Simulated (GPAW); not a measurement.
The Ti K edge of atom 2 in BaTiO3 (Pm-3m), with 6 O at 2.00 Å (octahedral, site symmetry m-3m), was computed in 2 ways: full core hole (charged cell) and no core hole. Program and functional: GPAW, LDA, Gaussian full width 0.94 eV up to 4 eV, rising linearly to 3.5 eV at 25 eV; cells of 5 and 10 atoms (the run without a hole in the smaller).

Each run is counted from its own lowest empty level or Fermi level and scaled to a mean of 1 over its first 20 eV.

```
E (eV)  run 1  run 2
  -2.0   0.00   0.00
  -1.0   0.00   0.00
   0.0   0.00   0.00
   1.0   0.00   0.02
   2.0   0.06   0.06
   3.0   0.11   0.25
   4.0   0.02   0.38
   5.0   0.52   0.41
   6.0   0.34   0.24
   7.0   0.16   0.17
   8.0   0.22   0.12
   9.0   0.19   0.11
  10.0   0.16   0.17
  11.0   0.23   0.63
  12.0   0.65   1.63
  13.0   1.75   2.22
  14.0   2.62   2.14
  15.0   2.69   2.01
  16.0   2.44   1.90
  17.0   2.16   1.99
  18.0   2.11   2.25
  19.0   2.35   2.27
  20.0   2.41   2.03
  21.0   2.15   1.83
  22.0   1.88   1.88
  23.0   1.83   2.06
  24.0   1.94   2.15
  25.0   2.09   2.23
  26.0   2.18   2.31
  27.0   2.18   2.22
  28.0   2.02   1.93
  29.0   1.74   1.64
  30.0   1.47   1.51
  31.0   1.33   1.51
  32.0   1.30   1.52
```

Which run is which?

Run 1: full core hole (charged cell) (area from −2 to 6 eV 0.9, main maxima 2.6 eV (0.15), 5.3 eV (0.62), 7.9 eV (0.22), 14.6 eV (2.73), 19.7 eV (2.44) and 26.5 eV (2.20)). Run 2: no core hole (area from −2 to 6 eV 1.3, main maxima 3.7 eV (0.41), 5.1 eV (0.41), 13.2 eV (2.23), 18.6 eV (2.31) and 26.1 eV (2.31)). With each curve scaled to its own mean, the area from −2 to 6 eV with the hole is 0.9 against 1.3, and the centre of weight from −1 to 20 eV moves by +0.5 eV (first and strongest maxima below 20 eV: 3.7 eV (0.41), 5.1 eV (0.41), 13.2 eV (2.23) and 18.6 eV (2.31) without the hole, 2.6 eV (0.15), 5.3 eV (0.62), 7.9 eV (0.22), 14.6 eV (2.73) and 19.7 eV (2.44) with it): the weight at the onset falls. The hole also narrows the gap from 1.7 to 0.6 eV by pulling down the level that sets the zero, so features seem to sit higher above it.

[Banner, clock and machine lines of the logs are left out without a mark of their own.]

[Logs are printed without paths, hosts, clocks, repeated set-up lines and the standing remarks that a program may print on its own settings, such as how far it seeks lower states.]

[Hosts, paths, dates, database ids (printed as entryN), source tags and the programs' standing remarks are cut or masked in the printed files.]

[Lists of maxima count a maximum above −3 eV only where it reaches 4 % of the highest in the window and stands out from its surroundings by 2 % of it (1.5 % where it reaches 55 %); shoulders and weaker maxima are passed over, and of the rest the first, up to two pre-edge ones and the few strongest are named.]
